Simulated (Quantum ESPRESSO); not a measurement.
# Iridium (Fm-3m): from the cell to the phonon bands, part 2 of 3

How does Iridium (Fm-3m) vibrate, and is this structure a minimum?

Quantum ESPRESSO 7.5; DFT LDA, scalar-relativistic, plane waves, PseudoDojo norm-conserving pseudopotentials.

So far. Step 2 (A probe with smearing): No gap opens on this mesh, so smearing is kept; the start stands at -5.3 GPa. Step 4 (Self-consistent run for the response): The cell stands at -0.001 GPa, close enough for phonons. The relaxed cell has a = 3.809 Å (conventional setting).

The database entry behind the starting cell differs from later determinations by our own check (0.1 to 0.3 % short, probably kX units), so it need not match the best structure at ambient conditions.

### Step 5. Linear response on the mesh

Linear response treats each wavevector in the unit cell, with no supercell; the 4×4×4 mesh fixes the range of the force constants to be had.

Input file ph.in:

```
phonons
&inputph
   prefix = 'x'
   outdir = './tmp'
   fildyn = 'x.dyn'
   tr2_ph = 1.0d-18
   alpha_mix(1) = 0.4
   nmix_ph = 8
   ldisp = .true.
   nq1 = 4
   nq2 = 4
   nq3 = 4
/
```

Started as:

```console
$ OMP_NUM_THREADS=1 mpirun -n 4 ph.x -nk 4 -in ph.in > ph.out
```

What it wrote:

```text
[banners, grids, parts of the stress and lines that vanish by symmetry left out]
[banner, memory and clock lines left out]
Program PHONON v.7.5

     ./tmp/x.save/

     IMPORTANT: XC functional enforced from input :
     Exchange-correlation= PW
                           (   1   4   0   0   0   0   0)
     Any further DFT definition will be discarded
     Please, verify this is what you really want

     G-vector sticks info

     Reading collected, re-writing distributed wavefunctions in ./tmp/

     Dynamical matrices for ( 4, 4, 4)  uniform grid of q-points
     (   8 q-points):
       N         xq(1)         xq(2)         xq(3)
       1   0.000000000   0.000000000   0.000000000
       2  -0.250000000   0.250000000  -0.250000000
       3   0.500000000  -0.500000000   0.500000000
       4   0.000000000   0.500000000   0.000000000
[...]
Number and degeneracy of irreps per q-point
       N         xq(1)         xq(2)         xq(3)   N irreps
       1   0.000000000   0.000000000   0.000000000       1
        3
       2  -0.250000000   0.250000000  -0.250000000       2
        1   2
       3   0.500000000  -0.500000000   0.500000000       2
        1   2
       4   0.000000000   0.500000000   0.000000000       2
        1   2
       5   0.750000000  -0.250000000   0.750000000       3
     No degeneracy
       6   0.500000000   0.000000000   0.500000000       3
     No degeneracy
       7   0.000000000  -1.000000000   0.000000000       2
        1   2
       8  -0.500000000  -1.000000000   0.000000000       2
        1   2

     Calculation of q =    0.0000000   0.0000000   0.0000000

     phonons

     bravais-lattice index     =            2
     lattice parameter (alat)  =       7.1985  a.u.
     unit-cell volume          =      93.2544 (a.u.)^3
     number of atoms/cell      =            1
     number of atomic types    =            1
     kinetic-energy cut-off    =      75.0000  Ry
     charge density cut-off    =     300.0000  Ry
     convergence threshold     =      1.0E-18
     beta                      =       0.4000
     number of iterations used =            8
     Exchange-correlation= PW
                           (   1   4   0   0   0   0   0)

     celldm(1)=    7.19852  celldm(2)=    0.00000  celldm(3)=    0.00000
     celldm(4)=    0.00000  celldm(5)=    0.00000  celldm(6)=    0.00000

     crystal axes: (cart. coord. in units of alat)
               a(1) = ( -0.5000  0.0000  0.5000 )
               a(2) = (  0.0000  0.5000  0.5000 )
               a(3) = ( -0.5000  0.5000  0.0000 )

     reciprocal axes: (cart. coord. in units 2 pi/alat)
               b(1) = ( -1.0000 -1.0000  1.0000 )
               b(2) = (  1.0000  1.0000  1.0000 )
               b(3) = ( -1.0000  1.0000 -1.0000 )

     Atoms inside the unit cell:

     Cartesian axes

     site n.  atom      mass           positions (alat units)
        1  Ir    192.2170   tau(    1) = (    0.00000    0.00000    0.00000  )

     Computing dynamical matrix for
                    q = (   0.0000000   0.0000000   0.0000000 )

     49 Sym.Ops. (with q -> -q+G )

     G cutoff =  393.7746  (   8099 G-vectors)     FFT grid: ( 30, 30, 30)

     number of k points=   145  Marzari-Vanderbilt smearing, width (Ry)=  0.0200

     PseudoPot. # 1 for Ir read from file:
     ./pseudo/Ir.upf
     Pseudo is Norm-conserving + core correction, Zval = 17.0

     Mode symmetry, O_h (m-3m)  point group:

     Atomic displacements:
     There are    1 irreducible representations

     Representation     1      3 modes -  To be done

     Alpha used in Ewald sum =   2.8000

     Representation #   1 modes #   1   2   3

     Self-consistent Calculation
      iter #   1   av.it.:   7.7
      thresh= 1.000E-02 alpha_mix =  0.400 |ddv_scf|^2 =  9.405E-06
      iter #   2   av.it.:  10.2
      thresh= 3.067E-04 alpha_mix =  0.400 |ddv_scf|^2 =  1.009E-06
      iter #   3   av.it.:  10.8
      thresh= 1.005E-04 alpha_mix =  0.400 |ddv_scf|^2 =  5.519E-09
      iter #   4   av.it.:  11.8
      thresh= 7.429E-06 alpha_mix =  0.400 |ddv_scf|^2 =  3.870E-11
[...]
End of self-consistent calculation

     Convergence has been achieved

     Number of q in the star =    1
     List of q in the star:
[...]
Diagonalizing the dynamical matrix

     q = (    0.000000000   0.000000000   0.000000000 )

 **************************************************************************
     freq (    1) =       0.012398 [THz] =       0.413567 [cm-1]
     freq (    2) =       0.012398 [THz] =       0.413567 [cm-1]
     freq (    3) =       0.012398 [THz] =       0.413567 [cm-1]
 **************************************************************************

     Mode symmetry, O_h (m-3m)  point group:

     freq (   1-   3) =          0.4  [cm-1]   --> T_1u G_15  G_4- I

     Calculation of q =   -0.2500000   0.2500000  -0.2500000
     [... set-up and bands at k+q left out ...]

     Mode symmetry, C_3v (3m)   point group:

     Atomic displacements:
     There are    2 irreducible representations

     Representation     1      1 modes -  To be done

     Representation     2      2 modes -  To be done

     Message from routine init_vloc:
     Interpolation table for Vloc re-allocated

     Alpha used in Ewald sum =   2.8000

     Representation #   1 mode #   1

     Self-consistent Calculation

[...]
[... iterations left out ...]
[...]
End of self-consistent calculation

     Convergence has been achieved

     Representation #   2 modes #   2   3

     Self-consistent Calculation

[...]
[... iterations left out ...]
[...]
End of self-consistent calculation

     Convergence has been achieved

     Number of q in the star =    8
     List of q in the star:
[...]
Diagonalizing the dynamical matrix

     q = (   -0.250000000   0.250000000  -0.250000000 )

 **************************************************************************
     freq (    1) =       2.584026 [THz] =      86.193834 [cm-1]
     freq (    2) =       2.584026 [THz] =      86.193834 [cm-1]
     freq (    3) =       5.072267 [THz] =     169.192599 [cm-1]
 **************************************************************************

     Mode symmetry, C_3v (3m)   point group:

     freq (   1-   2) =         86.2  [cm-1]   --> E    L_3
     freq (   3-   3) =        169.2  [cm-1]   --> A_1  L_1

     Calculation of q =    0.5000000  -0.5000000   0.5000000
     [... set-up and bands at k+q left out ...]

     Mode symmetry, D_3d (-3m)  point group:

     Atomic displacements:
     There are    2 irreducible representations

     Representation     1      1 modes -  To be done

[...]
Alpha used in Ewald sum =   2.8000

     Representation #   1 mode #   1

     Self-consistent Calculation

[...]
[... iterations left out ...]
[...]
End of self-consistent calculation

     Convergence has been achieved

     Representation #   2 modes #   2   3

[...]
[... iterations left out ...]
[...]
Convergence has been achieved

     Number of q in the star =    4
     List of q in the star:
[...]
Diagonalizing the dynamical matrix

     q = (    0.500000000  -0.500000000   0.500000000 )

[...]
freq (    1) =       3.380605 [THz] =     112.764835 [cm-1]
     freq (    2) =       3.380605 [THz] =     112.764835 [cm-1]
     freq (    3) =       6.073796 [THz] =     202.600019 [cm-1]
[...]
Mode symmetry, D_3d (-3m)  point group:

     freq (   1-   2) =        112.8  [cm-1]   --> E_u  L_3'
     freq (   3-   3) =        202.6  [cm-1]   --> A_2u L_2'

     Calculation of q =    0.0000000   0.5000000   0.0000000
     [... set-up and bands at k+q left out ...]

     Mode symmetry, C_4v (4mm)  point group:

     Atomic displacements:
     There are    2 irreducible representations

[...]
Alpha used in Ewald sum =   2.8000

     Representation #   1 mode #   1

[...]
Convergence has been achieved

     Representation #   2 modes #   2   3

[...]
Convergence has been achieved

     Number of q in the star =    6
     List of q in the star:
[...]
Diagonalizing the dynamical matrix

     q = (    0.000000000   0.500000000   0.000000000 )

[...]
freq (    1) =       3.432028 [THz] =     114.480124 [cm-1]
     freq (    2) =       3.432028 [THz] =     114.480124 [cm-1]
     freq (    3) =       5.525286 [THz] =     184.303714 [cm-1]
[...]
Mode symmetry, C_4v (4mm)  point group:

     freq (   1-   2) =        114.5  [cm-1]   --> E    G_5 D_5
     freq (   3-   3) =        184.3  [cm-1]   --> A_1  G_1 D_1

     Calculation of q =    0.7500000  -0.2500000   0.7500000
     [... set-up and bands at k+q left out ...]

     Mode symmetry, C_s (m)     point group:

     Atomic displacements:
     There are    3 irreducible representations

[...]
Alpha used in Ewald sum =   2.8000

     Representation #   1 mode #   1

[...]
Convergence has been achieved

[...]
Convergence has been achieved

[...]
Convergence has been achieved

     Number of q in the star =   24
     List of q in the star:
[...]
Diagonalizing the dynamical matrix

     q = (    0.750000000  -0.250000000   0.750000000 )

[...]
freq (    1) =       4.096025 [THz] =     136.628682 [cm-1]
     freq (    2) =       4.435002 [THz] =     147.935744 [cm-1]
     freq (    3) =       5.561008 [THz] =     185.495269 [cm-1]
[...]
Mode symmetry, C_s (m)     point group:

     freq (   1-   1) =        136.6  [cm-1]   --> A''
     freq (   2-   2) =        147.9  [cm-1]   --> A'
     freq (   3-   3) =        185.5  [cm-1]   --> A'

     Calculation of q =    0.5000000   0.0000000   0.5000000
     [... set-up and bands at k+q left out ...]

     Mode symmetry, C_2v (mm2)  point group:

     Atomic displacements:
     There are    3 irreducible representations

[...]
Alpha used in Ewald sum =   2.8000

[...]
Convergence has been achieved

[...]
Convergence has been achieved

[...]
Convergence has been achieved

     Number of q in the star =   12
     List of q in the star:
[...]
Diagonalizing the dynamical matrix

     q = (    0.500000000   0.000000000   0.500000000 )

[...]
freq (    1) =       3.772099 [THz] =     125.823695 [cm-1]
     freq (    2) =       4.141661 [THz] =     138.150957 [cm-1]
     freq (    3) =       5.664425 [THz] =     188.944881 [cm-1]
[...]
Mode symmetry, C_2v (mm2)  point group:

     freq (   1-   1) =        125.8  [cm-1]   --> B_1  D_3  S_3
     freq (   2-   2) =        138.2  [cm-1]   --> B_2  D_4  S_4
     freq (   3-   3) =        188.9  [cm-1]   --> A_1  D_1  S_1

     Calculation of q =    0.0000000  -1.0000000   0.0000000
     [... set-up and bands at k+q left out ...]

     Mode symmetry, D_4h(4/mmm) point group:

     Atomic displacements:
     There are    2 irreducible representations

[...]
Alpha used in Ewald sum =   2.8000

     Representation #   1 mode #   1

[...]
Convergence has been achieved

     Representation #   2 modes #   2   3

[...]
Convergence has been achieved

     Number of q in the star =    3
     List of q in the star:
[...]
Diagonalizing the dynamical matrix

     q = (    0.000000000  -1.000000000   0.000000000 )

[...]
freq (    1) =       4.531509 [THz] =     151.154866 [cm-1]
     freq (    2) =       4.531509 [THz] =     151.154866 [cm-1]
     freq (    3) =       5.617022 [THz] =     187.363685 [cm-1]
[...]
Mode symmetry, D_4h(4/mmm) point group:

     freq (   1-   2) =        151.2  [cm-1]   --> E_u  X_5' M_5'
     freq (   3-   3) =        187.4  [cm-1]   --> A_2u X_4' M_4'

     Calculation of q =   -0.5000000  -1.0000000   0.0000000
     [... set-up and bands at k+q left out ...]

     Mode symmetry, D_2d (-42m) point group:

     Atomic displacements:
     There are    2 irreducible representations

     Representation     1      1 modes -  To be done

     Representation     2      2 modes -  To be done

     Alpha used in Ewald sum =   2.8000

     Representation #   1 mode #   1

     Self-consistent Calculation

[...]
[... iterations left out ...]
[...]
End of self-consistent calculation

     Convergence has been achieved

     Representation #   2 modes #   2   3

     Self-consistent Calculation

      iter #   1   av.it.:   8.6
      thresh= 1.000E-02 alpha_mix =  0.400 |ddv_scf|^2 =  1.982E-04

      [... iterations left out ...]
      iter #  10   av.it.:  11.3
      thresh= 4.142E-10 alpha_mix =  0.400 |ddv_scf|^2 =  4.485E-19

     End of self-consistent calculation

     Convergence has been achieved

     Number of q in the star =    6
     List of q in the star:
[...]
5  -1.000000000  -0.500000000   0.000000000
          6   0.000000000  -0.500000000  -1.000000000

     Diagonalizing the dynamical matrix

     q = (   -0.500000000  -1.000000000   0.000000000 )

 **************************************************************************
     freq (    1) =       4.779709 [THz] =     159.433930 [cm-1]
     freq (    2) =       4.895236 [THz] =     163.287500 [cm-1]
     freq (    3) =       4.895236 [THz] =     163.287500 [cm-1]
 **************************************************************************

     Mode symmetry, D_2d (-42m) point group:

     freq (   1-   1) =        159.4  [cm-1]   --> B_2  X_3  W_2
     freq (   2-   3) =        163.3  [cm-1]   --> E    X_5  W_3


[key lines of the parts left out:]
the Fermi energy is    26.3042 ev
```

The job ended after 55 min (4 MPI ranks of Intel Xeon at 2.70GHz, shared host).

Read from the output:

| Property | Result |
| --- | --- |
| largest acoustic frequency at the zone centre before the sum rule | 0.41 cm⁻¹ |
| lowest mode on the q mesh (acoustic ones at the zone centre apart) | 86.19 cm⁻¹ |

Frequencies (cm⁻¹) at each irreducible wavevector; negative means imaginary. Frequencies by wavevector:

```tsv
q (fractions)	star	mode 1	mode 2	mode 3
0 0 0	1	0.41	0.41	0.41
0 0 0.25	8	86.19	86.19	169.2
0 0 -0.5	4	112.8	112.8	202.6
0 0.25 0.25	6	114.5	114.5	184.3
0 0.25 -0.5	24	136.6	147.9	185.5
0 0.25 -0.25	12	125.8	138.2	188.9
0 -0.5 -0.5	3	151.2	151.2	187.4
0.25 -0.5 -0.25	6	159.4	163.3	163.3
```

The acoustic modes at Γ come out as far as 0.4 cm⁻¹ from zero, where they should vanish, a small numerical error.

### Step 6. Fourier transform to real space

The dynamical matrices of the mesh are Fourier-transformed to force constants in real space.

Input file q2r.in:

```
&input
   fildyn = 'x.dyn'
   zasr = 'simple'
   flfrc = 'x.fc'
/
```

Started as:

```console
$ q2r.x < q2r.in > q2r.out
```

What it wrote:

```text
[banners, grids, parts of the stress and lines that vanish by symmetry left out]
[banner, memory and clock lines left out]
Program Q2R v.7.5

  reading grid info from file x.dyn0

  reading force constants from file x.dyn1
  Dielectric Tensor not found
  nqs=            1
 q=   0.00000000  0.00000000  0.00000000
  reading force constants from file x.dyn2
  nqs=            8
 q=  -0.25000000  0.25000000 -0.25000000
[...]
reading force constants from file x.dyn7
  nqs=            3
[...]
reading force constants from file x.dyn8
  nqs=            6
[...]
q=  -1.00000000 -0.50000000  0.00000000
 q=   0.00000000 -0.50000000 -1.00000000

      q-space grid ok, #points =   64

      fft-check success (sum of imaginary terms < 10^-12)
```

It took 0.77 s on 1 thread.

### Step 7. Interpolated phonon bands

From the force constants any wavevector is cheap; points of the mesh come back as solved, but for the sum rule and, in polar crystals, the LO-TO term at Γ; the rest is interpolation.

Input file matdyn.in:

```
&input
   asr = 'simple'
   flfrc = 'x.fc'
   flfrq = 'x.freq'
   flvec = 'x.modes'
   q_in_band_form = .true.
   q_in_cryst_coord = .true.
/
8
  0.0000000   0.0000000   0.0000000  12  ! GAMMA
 -0.0000000   0.5000000   0.5000000  12  ! X
 -0.0000000   0.6250000   0.3750000   1  ! U
 -0.3750000   0.3750000   0.0000000  12  ! K
  0.0000000   0.0000000   0.0000000  12  ! GAMMA
 -0.0000000   0.5000000   0.0000000  12  ! L
 -0.2500000   0.5000000   0.2500000  12  ! W
 -0.0000000   0.5000000   0.5000000   1  ! X
```

Started as:

```console
$ matdyn.x -in matdyn.in > matdyn.out
```

What it wrote:

```text
[banner, memory and clock lines left out]
Program MATDYN v.7.5

 mass for atomic type   1 not given; uses mass from file x.fc
     Message from routine matdyn:
     Z* not found in file x.fc, TO-LO splitting at q=0 will be absent!
     Message from routine matdyn:
     Z* not found in file x.fc, TO-LO splitting at q=0 will be absent!

Note: The following floating-point exceptions are signalling: IEEE_UNDERFLOW_FLAG
```

It took 0.68 s on 1 thread.

Read from the output:

| Property | Result |
| --- | --- |
| lowest frequency on the path | 0 cm⁻¹ |
| mean frequency | 146.6 cm⁻¹ |
| Debye temperature (second moment) | 279 K |
| logarithmic mean frequency | 142.2 cm⁻¹ |

(Continued in part 3 of 3.)

[Host names and launcher messages were left out of these logs when they were recorded.]

[Logs are printed without paths, hosts, clocks, repeated set-up lines and the standing remarks that a program may print on its own settings, such as how far it seeks lower states.]

[Hosts, paths, dates, database ids (printed as entryN), source tags and the programs' standing remarks are cut or masked in the printed files.]
